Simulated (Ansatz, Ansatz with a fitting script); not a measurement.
Planning a run of Ansatz 0.2.0 on BaZnPF (P4/nmm). The input:

```yaml
crystal:
  lattice:
    - [4.2643448557, 0.0, 0.0]
    - [0.0, 4.2643448557, 0.0]
    - [0.0, 0.0, 9.7031866904]
  atoms:
    - { symbol: Ba, position: [0.5, 0.0, 0.3344537682] }
    - { symbol: Ba, position: [0.0, 0.5, 0.6655462318] }
    - { symbol: Zn, position: [0.5, 0.5, 0.0] }
    - { symbol: Zn, position: [0.0, 0.0, 0.0] }
    - { symbol: P, position: [0.0, 0.5, 0.1426964529] }
    - { symbol: P, position: [0.5, 0.0, 0.8573035471] }
    - { symbol: F, position: [0.5, 0.5, 0.5] }
    - { symbol: F, position: [0.0, 0.0, 0.5] }
kpoints:
  mp_grid: { grid: [6, 6, 4] }
hamiltonian:
  xc: r2scan
  pseudopotentials: { kind: paw, source: ansatz }
  dispersion: d4
scf:
  occupations: { method: fixed }
  n_extra_bands: 6
  convergence: { dr2_threshold: 1.0e-09 }
output:
  eigenvalues: true
  forces: true
  stress: true
```

```sh
ansatz run input.yaml --threads 8 --pin off --max-ram 18432MiB --backend cpu --events-out ev --progress --plain --runs-dir out
```

Estimate wall time and host memory on 8 threads of Arm Neoverse V2, shared host.

It took 25 s; on shared hardware allow 12 s to 50 s. Peak host memory was 4.7 GiB. The sizes that set the cost: 13587 plane waves a state, 30 irreducible k points and 16 SCF cycles.

[Paths, hosts, dates, memory and timing lines, banners, echoed tables and standing remarks are left out of the program output.]

[Logs are printed without paths, hosts, clocks, repeated set-up lines and the standing remarks that a program may print on its own settings, such as how far it seeks lower states.]

[Runs of the session that timed out or met a known fault of the program may be left out.]

[Hosts, paths, dates, database ids (printed as entryN), source tags and the programs' standing remarks are cut or masked in the printed files.]
